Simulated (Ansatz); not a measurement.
**LaGaH6: complex band structure**

A new crystal, LaGaH6: structure, gap and complex bands. It is built by putting Ga for Al in the LaAlH6 structure of space group R-3m, with the volume rescaled by atomic radii. The parent structure comes from the Materials Project.

Calculated with Ansatz 0.2.0; LDA DFT, plane waves, PAW files, in the first sound run; inputs show where later runs differ.

The structure was built from a prototype and need not be the compound's stable phase.

### 1. The structure

It takes space group R-3m (No. 166, trigonal). Conventional cell: a = 6.524 Å, b = 6.524 Å, c = 6.299 Å, α = 90.00°, β = 90.00°, γ = 120.00°. La has 12 H at 2.44 Å nearest. Ga has 6 H at 1.72 Å nearest. H has 1 Ga at 1.72 Å and 5 H at 2.29 to 2.44 Å and 2 La at 2.44 Å nearest. It derives from LaAlH6. Ga for Al in the LaAlH6 structure of space group R-3m. Farther neighbours are not listed.

As a file:

```cif
data_structure
_symmetry_space_group_name_H-M 'P 1'
_symmetry_Int_Tables_number 1
_cell_length_a 4.3124
_cell_length_b 4.3124
_cell_length_c 4.3124
_cell_angle_alpha 98.302
_cell_angle_beta 98.302
_cell_angle_gamma 98.302
_cell_volume 77.40
loop_
_atom_site_label
_atom_site_type_symbol
_atom_site_fract_x
_atom_site_fract_y
_atom_site_fract_z
_atom_site_occupancy
La1 La 0.50000 0.50000 0.50000 1
Ga2 Ga 0.00000 0.00000 0.00000 1
H3 H 0.93995 0.29182 0.29182 1
H4 H 0.29182 0.93995 0.29182 1
H5 H 0.29182 0.29182 0.93995 1
H6 H 0.06005 0.70818 0.70818 1
H7 H 0.70818 0.06005 0.70818 1
H8 H 0.70818 0.70818 0.06005 1
```

### 2. Cell and atoms at rest

The substituted atoms don't fit the parent's cell, so cell and atoms relax together. A small smearing keeps the run stable in case the gap closes on the way.

input.yaml

```yaml
crystal:
  lattice:
    - [3.2620281384, 1.8833328238, 2.0997228505]
    - [-3.2620281384, 1.8833328238, 2.0997228505]
    - [0.0, -3.7666656476, 2.0997228505]
  atoms:
    - { symbol: La, position: [0.5, 0.5, 0.5] }
    - { symbol: Ga, position: [0.0, 0.0, 0.0] }
    - { symbol: H, position: [0.93995012, 0.29182287, 0.29182287] }
    - { symbol: H, position: [0.29182287, 0.93995012, 0.29182287] }
    - { symbol: H, position: [0.29182287, 0.29182287, 0.93995012] }
    - { symbol: H, position: [0.06004988, 0.70817713, 0.70817713] }
    - { symbol: H, position: [0.70817713, 0.06004988, 0.70817713] }
    - { symbol: H, position: [0.70817713, 0.70817713, 0.06004988] }
kpoints:
  mp_grid: { grid: [6, 6, 6] }
scf:
  occupations: { method: gaussian, width: 0.03 }
hamiltonian:
  xc: lda
output:
  forces: true
  stress: true
relax:
  f_tol: 0.02
  max_steps: 60
  cell: {}
```

On the command line:

```sh
ansatz run input.yaml --threads 2 --pin off --max-ram 4096MiB --backend cpu --events-out ev --progress --plain --runs-dir out
```

Numbers of over 12 decimals in the logs are rounded to 6 here.

Log:

```text
Engine: ansatz 0.2.0, aarch64-unknown-linux-gnu
Pseudopotentials: kind: paw
Pseudopotential: La, paw, valence charge 11, recommended cutoff 420 eV (normal), La.paw.azcp
Pseudopotential: Ga, paw, valence charge 13, recommended cutoff 420 eV (normal), Ga.paw.azcp
Pseudopotential: H, paw, valence charge 1, recommended cutoff 420 eV (normal), H.paw.azcp
Functional definition: SPW92
  exchange = slater_x
  correlation = pw_c
Crystal: 8 atoms, lattice volume = 77.398 Å³
Basis set: ecut = 420 eV, 1525 PW (Γ)
Bands: 23, of which v1, the nominal top of the filled ones, is band 15 counted from 1 (14 counted from 0)
Symmetry: 12 space group operations
Space group: R-3m (ITA 166), of the structure as read, at distance tolerance 4.3e-5 Å
k-points: 32 of 216
Non-local potential: La, projectors of the file, l = 0: 3, l = 1: 2, l = 2: 2, l = 3: 3
Non-local potential: Ga, projectors of the file, l = 0: 2, l = 1: 2, l = 2: 3, l = 3: 1
Non-local potential: H, projectors of the file, l = 0: 2, l = 1: 1
PAW form: soft (Blöchl's): semilocal exchange-correlation on the pseudo side does not see the compensation charge
PAW frozen core: La, regenerated for the run's functional, and the local potential with it (the file was generated under x = pbe(κ = 0.804, μ = 0.219515), c = pbe(β = 0.066725))
PAW frozen core: Ga, regenerated for the run's functional, and the local potential with it (the file was generated under x = pbe(κ = 0.804, μ = 0.219515), c = pbe(β = 0.066725))
PAW one-centre angular grid: La, 590 points (default); XC on 64 Gauss nodes
PAW one-centre angular grid: Ga, 590 points (default); XC on 64 Gauss nodes
PAW one-centre angular grid: H, 110 points (default); XC on 64 Gauss nodes
Initial density: superposition of atomic densities (neutral atoms: chi_scale 0, normalization atom), corrected by the library's trained network
Initial wavefunctions: pseudopotential atomic-orbital guess
Functional: x = slater, c = lda
SCF iter   1: F=—  HF=-9878.855697 eV  |F-HF|=—  |Δ(HF+E_count)|=         —  Δρ=1.55e-2  dr2=1.41e-1  ethr=1.77e-3  ⟨swp⟩=6.1  Hψ=3197  notcnv=0
preconditioner: auto → Resta (q_TF=auto, 2.330 Å⁻¹)  ε∞=4.1  [insulator: Δε(μ)=1.090 eV  Ē_g=12.681 eV  σ=0.030 eV  W_gap=1.00  n_scr=18 (ndim 8)  ℏωp=22.3 eV  f_vac=0.000  D(μ)=0.00/eV (n_scr^D=0)  ε∞_Penn≈4.1]
SCF iter   2: F=—  HF=-9878.815305 eV  |F-HF|=—  |Δ(HF+E_count)|=   4.04e-2  Δρ=6.30e-3  dr2=2.09e-2  ethr=4.71e-4  ⟨swp⟩=2.2  Hψ=1217  notcnv=0  defer=42
SCF iter   3: F=—  HF=-9878.808519 eV  |F-HF|=—  |Δ(HF+E_count)|=   6.79e-3  Δρ=1.22e-3  dr2=7.73e-4  ethr=6.96e-5  ⟨swp⟩=2.0  Hψ=1101  notcnv=0  defer=42
SCF iter   4: F=—  HF=-9878.808308 eV  |F-HF|=—  |Δ(HF+E_count)|=   2.11e-4  Δρ=3.22e-4  dr2=5.25e-5  ethr=2.58e-6  ⟨swp⟩=2.0  Hψ=1174  notcnv=0  defer=42
SCF iter   5: F=—  HF=-9878.808276 eV  |F-HF|=—  |Δ(HF+E_count)|=   3.23e-5  Δρ=1.52e-4  dr2=1.30e-5  ethr=1.75e-7  ⟨swp⟩=2.0  Hψ=1049  notcnv=0  defer=42
SCF iter   6: F=—  HF=-9878.808280 eV  |F-HF|=—  |Δ(HF+E_count)|=   3.82e-6  Δρ=2.47e-5  dr2=3.31e-7  ethr=4.33e-8  ⟨swp⟩=2.8  Hψ=1126  notcnv=0  defer=42
SCF iter   7: F=-9878.808280 eV  HF=-9878.808280 eV  |F-HF|=2.37e-9  |Δ(HF+E_count)|=   1.64e-7  Δρ=4.93e-6  dr2=1.48e-8  ethr=3.33e-10  ⟨swp⟩=4.0  Hψ=2303  notcnv=0
SCF 1 converged in 7 iterations: F = -9878.808280 eV  dr2 = 1.48e-8
  greatest PAW one-centre occupation: 0.995 electrons in one spin orbital (limit 2), on the Ga atom at site 1 (counted from 0), in its partial waves of l = 2
relax step   1: F+E_penalty+E_count = -9878.80828003 eV  Δ(F+E_penalty+E_count) = +0.000e0 eV  max|allowed force component| = 1.608e-1 eV/Å  Δτ_max = 0.0000 Å  P = -2.892 GPa  Ω = 77.398 Å³  (7 SCF iters, dr2 threshold 1.00e-7 eV, accepted)
Crystal: 8 atoms, lattice volume = 68.969 Å³
Basis set: ecut = 420 eV, 1333 PW (Γ)
Initial density: handed on by an earlier stage of this run
Initial wavefunctions: those handed on with the density
iter 1 solved again at ethr=7.30e-4 eV; its pass at ethr=3.10e-3 eV (dr2=2.19e-1 eV) is discarded
SCF iter   1: F=—  HF=-9878.832555 eV  |F-HF|=—  |Δ(HF+E_count)|=         —  Δρ=1.36e-2  dr2=2.23e-1  ethr=7.30e-4  ⟨swp⟩=1.2  Hψ=4296  notcnv=0
preconditioner: auto → none  [insulator: Δε(μ)=1.189 eV  Ē_g=13.038 eV  σ=0.030 eV  W_gap=1.00  n_scr=12 (ndim 8)  ℏωp=23.7 eV  f_vac=0.000  D(μ)=0.00/eV (n_scr^D=0)  ε∞_Penn≈4.3]
SCF iter   2: F=—  HF=-9878.765442 eV  |F-HF|=—  |Δ(HF+E_count)|=   6.71e-2  Δρ=5.57e-3  dr2=2.69e-2  ethr=7.30e-4  ⟨swp⟩=3.4  Hψ=1585  notcnv=0  defer=2
SCF iter   3: F=—  HF=-9878.755141 eV  |F-HF|=—  |Δ(HF+E_count)|=   1.03e-2  Δρ=2.16e-3  dr2=2.56e-3  ethr=8.97e-5  ⟨swp⟩=3.0  Hψ=1731  notcnv=0  defer=32
SCF iter   4: F=—  HF=-9878.754456 eV  |F-HF|=—  |Δ(HF+E_count)|=   6.85e-4  Δρ=7.30e-4  dr2=2.40e-4  ethr=8.53e-6  ⟨swp⟩=2.0  Hψ=1280  notcnv=0  defer=32
SCF iter   5: F=—  HF=-9878.754414 eV  |F-HF|=—  |Δ(HF+E_count)|=   4.24e-5  Δρ=2.09e-4  dr2=1.60e-5  ethr=8.00e-7  ⟨swp⟩=3.0  Hψ=1408  notcnv=0  defer=32
SCF iter   6: F=-9878.754411 eV  HF=-9878.754411 eV  |F-HF|=1.20e-7  |Δ(HF+E_count)|=   3.11e-6  Δρ=4.37e-5  dr2=4.56e-7  ethr=2.67e-9  ⟨swp⟩=3.8  Hψ=2937  notcnv=0
SCF 2 converged in 6 iterations: F = -9878.754411 eV  dr2 = 4.56e-7
relax step   2: F+E_penalty+E_count = -9878.75441089 eV  Δ(F+E_penalty+E_count) = +5.387e-2 eV  max|allowed force component| = 1.888e-1 eV/Å  Δτ_max = 0.0775 Å  P = +5.701 GPa  Ω = 68.969 Å³  energy of the carried Pulay correction = +7.687e-3 eV  (6 SCF iters, dr2 threshold 8.00e-7 eV, rejected (line search))
Crystal: 8 atoms, lattice volume = 73.891 Å³
Basis set: ecut = 420 eV, 1447 PW (Γ)
iter 1 solved again at ethr=2.94e-4 eV; its pass at ethr=3.10e-3 eV (dr2=8.81e-2 eV) is discarded
SCF iter   1: F=—  HF=-9878.899367 eV  |F-HF|=—  |Δ(HF+E_count)|=         —  Δρ=8.12e-3  dr2=8.93e-2  ethr=2.94e-4  ⟨swp⟩=1.2  Hψ=4325  notcnv=0
preconditioner: auto → Resta (q_TF=auto, 2.348 Å⁻¹)  ε∞=3.9  [insulator: Δε(μ)=1.170 eV  Ē_g=13.334 eV  σ=0.030 eV  W_gap=1.00  n_scr=18 (ndim 8)  ℏωp=22.9 eV  f_vac=0.000  D(μ)=0.00/eV (n_scr^D=0)  ε∞_Penn≈3.9]
SCF iter   2: F=—  HF=-9878.874661 eV  |F-HF|=—  |Δ(HF+E_count)|=   2.47e-2  Δρ=3.80e-3  dr2=1.54e-2  ethr=2.94e-4  ⟨swp⟩=2.5  Hψ=1234  notcnv=0
SCF iter   3: F=—  HF=-9878.869615 eV  |F-HF|=—  |Δ(HF+E_count)|=   5.05e-3  Δρ=1.25e-3  dr2=1.17e-3  ethr=5.15e-5  ⟨swp⟩=2.1  Hψ=1346  notcnv=0
SCF iter   4: F=—  HF=-9878.868959 eV  |F-HF|=—  |Δ(HF+E_count)|=   6.56e-4  Δρ=3.73e-4  dr2=1.38e-4  ethr=3.90e-6  ⟨swp⟩=2.0  Hψ=1141  notcnv=0
SCF iter   5: F=—  HF=-9878.868949 eV  |F-HF|=—  |Δ(HF+E_count)|=   9.36e-6  Δρ=1.10e-4  dr2=1.20e-5  ethr=4.59e-7  ⟨swp⟩=2.0  Hψ=1024  notcnv=0
SCF iter   6: F=—  HF=-9878.868948 eV  |F-HF|=—  |Δ(HF+E_count)|=   1.69e-6  Δρ=1.26e-5  dr2=1.29e-7  ethr=4.01e-8  ⟨swp⟩=2.0  Hψ=1041  notcnv=0
SCF iter   7: F=—  HF=-9878.868947 eV  |F-HF|=—  |Δ(HF+E_count)|=   1.14e-6  Δρ=4.73e-6  dr2=1.11e-8  ethr=4.30e-10  ⟨swp⟩=2.0  Hψ=1110  notcnv=0
SCF iter   8: F=—  HF=-9878.868947 eV  |F-HF|=—  |Δ(HF+E_count)|=  3.58e-10  Δρ=4.47e-7  dr2=8.07e-11  ethr=3.71e-11  ⟨swp⟩=2.6  Hψ=1193  notcnv=0
SCF iter   9: F=-9878.868947 eV  HF=-9878.868947 eV  |F-HF|=0.00e0  |Δ(HF+E_count)|=  7.64e-11  Δρ=6.55e-8  dr2=2.39e-12  ethr=1.00e-12  ⟨swp⟩=4.0  Hψ=2246  notcnv=0
SCF 3 converged in 9 iterations: F = -9878.868947 eV  dr2 = 2.39e-12
relax step   3: F+E_penalty+E_count = -9878.86894657 eV  Δ(F+E_penalty+E_count) = -6.067e-2 eV  max|allowed force component| = 2.152e-2 eV/Å  Δτ_max = 0.0328 Å  P = -0.223 GPa  Ω = 73.891 Å³  energy of the carried Pulay correction = +3.094e-3 eV  (9 SCF iters, accepted)
[...]
relax step   4: F+E_penalty+E_count = -9878.86971932 eV  Δ(F+E_penalty+E_count) = -7.727e-4 eV  max|allowed force component| = 3.550e-3 eV/Å  Δτ_max = 0.0036 Å  P = +0.057 GPa  Ω = 73.594 Å³  energy of the carried Pulay correction = +3.363e-3 eV  (4 SCF iters, dr2 threshold 4.97e-7 eV, accepted)
[...]
relax step   5: F+E_penalty+E_count = -9878.86966017 eV  Δ(F+E_penalty+E_count) = +5.915e-5 eV  max|allowed force component| = 4.249e-3 eV/Å  Δτ_max = 0.0013 Å  P = -0.050 GPa  Ω = 73.661 Å³  energy of the carried Pulay correction = +3.301e-3 eV  (4 SCF iters, dr2 threshold 3.26e-8 eV, accepted)
[...]
relax step   6: F+E_penalty+E_count = -9878.86970210 eV  Δ(F+E_penalty+E_count) = -4.193e-5 eV  max|allowed force component| = 2.454e-5 eV/Å  Δτ_max = 0.0007 Å  P = +0.001 GPa  Ω = 73.631 Å³  energy of the carried Pulay correction = +3.329e-3 eV  (4 SCF iters, dr2 threshold 1.27e-8 eV, accepted)
Initial wavefunctions: pseudopotential atomic-orbital guess (no wavefunctions were taken with the density)
iter 1 solved again at ethr=5.83e-8 eV; its pass at ethr=3.10e-3 eV (dr2=1.75e-5 eV) is discarded
SCF iter   1: F=—  HF=-9878.866727 eV  |F-HF|=—  |Δ(HF+E_count)|=         —  Δρ=1.29e-4  dr2=1.38e-6  ethr=5.83e-8  ⟨swp⟩=3.2  Hψ=5182  notcnv=0
preconditioner: auto → Resta (q_TF=auto, 2.349 Å⁻¹)  ε∞=4.0  [insulator: Δε(μ)=1.207 eV  Ē_g=13.117 eV  σ=0.030 eV  W_gap=1.00  n_scr=18 (ndim 8)  ℏωp=22.9 eV  f_vac=0.000  D(μ)=0.00/eV (n_scr^D=0)  ε∞_Penn≈4.0]
SCF iter   2: F=—  HF=-9878.866729 eV  |F-HF|=—  |Δ(HF+E_count)|=   2.40e-6  Δρ=7.05e-5  dr2=5.59e-7  ethr=4.59e-9  ⟨swp⟩=2.0  Hψ=896  notcnv=0
SCF iter   3: F=—  HF=-9878.866730 eV  |F-HF|=—  |Δ(HF+E_count)|=   6.38e-7  Δρ=1.47e-5  dr2=2.40e-8  ethr=1.86e-9  ⟨swp⟩=2.1  Hψ=1076  notcnv=0
SCF iter   4: F=—  HF=-9878.866730 eV  |F-HF|=—  |Δ(HF+E_count)|=   2.81e-8  Δρ=1.03e-6  dr2=4.72e-10  ethr=7.99e-11  ⟨swp⟩=2.0  Hψ=1136  notcnv=0
SCF iter   5: F=—  HF=-9878.866730 eV  |F-HF|=—  |Δ(HF+E_count)|=  9.51e-10  Δρ=4.40e-7  dr2=2.92e-11  ethr=1.00e-12  ⟨swp⟩=4.4  Hψ=2334  notcnv=0
SCF iter   6: F=-9878.866730 eV  HF=-9878.866730 eV  |F-HF|=0.00e0  |Δ(HF+E_count)|=  9.82e-11  Δρ=1.11e-7  dr2=2.00e-12  ethr=1.00e-12  ⟨swp⟩=4.0  Hψ=2068  notcnv=0
SCF 7 converged in 6 iterations: F = -9878.866730 eV  dr2 = 2.00e-12
relax step   7: F+E_penalty+E_count = -9878.86673009 eV  Δ(F+E_penalty+E_count) = +2.972e-3 eV  max|allowed force component| = 2.846e-4 eV/Å  Δτ_max = 0.0000 Å  P = -0.030 GPa  Ω = 73.631 Å³  stress off target by 3.18e-2 GPa  SCF on the basis re-selected at this cell (its energy is not comparable with the rows above)  (6 SCF iters)
basis re-selected at this cell: Δ(F+E_penalty+E_count) = +2.972e-3 eV, ΔP = -0.030 GPa vs the last step (what re-selecting the basis moved, of the pressure what is left beyond the Pulay correction that the steps carried, after the strain that the cell walked since its last selection, with what the two solves' SCF thresholds leave and, on support functions, any second-order correction that the steps lacked; it is no m [...]
SCF converged after 6 iterations
Free energy (F): -9878.866730 eV
Harris-Foulkes:  -9878.866730 eV  (|F-HF|=0.00e0)
Internal energy: -9878.866730 eV  (E = F + TS)
E sigma→0 (E₀):  -9878.866730 eV
Fermi energy:    7.625051 eV
--- Per-component energies (eV) ---
  E_band       = -127.286645
  E_kinetic    = 390.612224
  E_local      = -2558.149085  (includes V_loc(G=0)·N_el)
  E_nonlocal   = 537.327817
  E_hartree    = 1134.682295
  E_xc         = -261.022668
  E_vxc        = -276.487934  (∫ρ·V_xc dr)
  E_paw        = -7162.967536  (= ΣΔE_a)
  E_vpaw       = -489.947249  (= ΣTr[D̂ρ^β])
  E_aug_tail   = -0.006963  (compensation charges beyond the density's cutoff)
  E_ewald      = -1961.394010
  E_core_change = 2.051196  (= ΣΔE_core)
  E_smearing   = -0.000000  (= −TS)
  E_closure    = 0.000000  (closes the sum)
  Σ components = -9878.866730   (vs F -9878.866730, Δ=0.00e0)
--- Forces (eV/Å), atoms counted from 1 ---
  atom   1  La     0.00000000     0.00000000     0.00000000
  atom   2  Ga    -0.00000000     0.00000000    -0.00000000
  atom   3  H      0.00005881     0.00003396    -0.00028463
  atom   4  H     -0.00005881     0.00003396    -0.00028463
  atom   5  H      0.00000000    -0.00006791    -0.00028463
  atom   6  H     -0.00005881    -0.00003396     0.00028463
  atom   7  H      0.00005881    -0.00003396     0.00028463
  atom   8  H      0.00000000     0.00006791     0.00028463
  max |Σ_I F_I| component: 4.97e-19 eV/Å
--- Stress (GPa, compression-positive) ---
       -0.028588       0.000000      -0.000000
        0.000000      -0.028588      -0.000000
       -0.000000      -0.000000      -0.031836
  P = ⅓ Tr σ = -0.0297 GPa (-0.297 kbar)
--- Relaxed structure (6 steps of the walk, 5 accepted, 1 SCFs on fresh bases) ---
  F+E_penalty+E_count = -9878.86673009 eV   max|allowed force component| = 2.846e-4 eV/Å   (the final SCF, on the basis selected at the relaxed cell)
  cell:  # Å, volume = 73.6308 Å³
    - [3.208897, 1.852657, 2.064227]
    - [-3.208897, 1.852657, 2.064227]
    - [0, -3.705315, 2.064227]
  atoms:
    - { symbol: La, position: [0.5, 0.5, 0.500000] }
    - { symbol: Ga, position: [-1.9274206740976995e-19, -1.2730661018734645e-19, 0] }
    - { symbol: H, position: [0.939545, 0.298225, 0.298225] }
    - { symbol: H, position: [0.298225, 0.939545, 0.298225] }
    - { symbol: H, position: [0.298225, 0.298225, 0.939545] }
    - { symbol: H, position: [0.060455, 0.701775, 0.701775] }
    - { symbol: H, position: [0.701775, 0.060455, 0.701775] }
    - { symbol: H, position: [0.701775, 0.701775, 0.060455] }
```

Run time: 9.1 s. Hardware: 2 threads of Arm Neoverse V2, shared host; peak memory 0.39 GiB; 18 s of CPU time.

The steps of the relaxation:

```csv
step,energy less that of the first step (eV),largest force component (eV/Å),pressure (GPa),volume (Å³)
1,0.0000,0.1608,-2.89,77.40
2,0.0539,0.1888,5.70,68.97
3,-0.0607,0.0215,-0.22,73.89
4,-0.0614,0.0036,0.06,73.59
5,-0.0614,0.0042,-0.05,73.66
6,-0.0614,0.0000,0.00,73.63
7*,-0.0585,0.0003,-0.03,73.63
```

Relaxation steps marked * repeat the geometry before them on a plane-wave basis chosen anew for their cell, so energy and pressure can jump there. Relaxation step 2 was tried and not accepted.

Forces are held to the 12 operations that the run works with; a distortion that breaks them can't arise in this run.

```csv
"conventional cell, symmetrised",before,after,change
a (Å),6.524,6.418,-1.6 %
b (Å),6.524,6.418,-1.6 %
c (Å),6.299,6.193,-1.7 %
volume (Å³/atom),9.67,9.20,-4.9 %
```

The atoms that moved most (Å, as changes of fractional coordinates times the final cell):

```csv
atom,dx,dy,dz,length
H5,0.000,0.025,0.026,0.036
H4,0.022,-0.013,0.026,0.036
H3,-0.022,-0.013,0.026,0.036
H8,0.000,-0.025,-0.026,0.036
H6,0.022,0.013,-0.026,0.036
H7,-0.022,0.013,-0.026,0.036
```

The relaxed structure:

```cif
data_structure
_symmetry_space_group_name_H-M 'P 1'
_symmetry_Int_Tables_number 1
_cell_length_a 4.2415
_cell_length_b 4.2415
_cell_length_c 4.2415
_cell_angle_alpha 98.321
_cell_angle_beta 98.321
_cell_angle_gamma 98.321
_cell_volume 73.63
loop_
_atom_site_label
_atom_site_type_symbol
_atom_site_fract_x
_atom_site_fract_y
_atom_site_fract_z
_atom_site_occupancy
La1 La 0.50000 0.50000 0.50000 1
Ga2 Ga 0.00000 0.00000 0.00000 1
H3 H 0.93955 0.29823 0.29823 1
H4 H 0.29823 0.93955 0.29823 1
H5 H 0.29823 0.29823 0.93955 1
H6 H 0.06045 0.70177 0.70177 1
H7 H 0.70177 0.06045 0.70177 1
H8 H 0.70177 0.70177 0.06045 1
```

This step gave:

```yaml
free_energy: -9878.8667 eV
fermi_energy: 7.625 eV
pressure: -0.02967 GPa
```

The largest force component on a free atom ends at 2.8e-4 eV/Å.

(Continued in part 2 of 3.)

[Logs are printed without paths, hosts, clocks, repeated set-up lines and the standing remarks that a program may print on its own settings, such as how far it seeks lower states.]

[Hosts, paths, dates, database ids (printed as entryN), source tags and the programs' standing remarks are cut or masked in the printed files.]
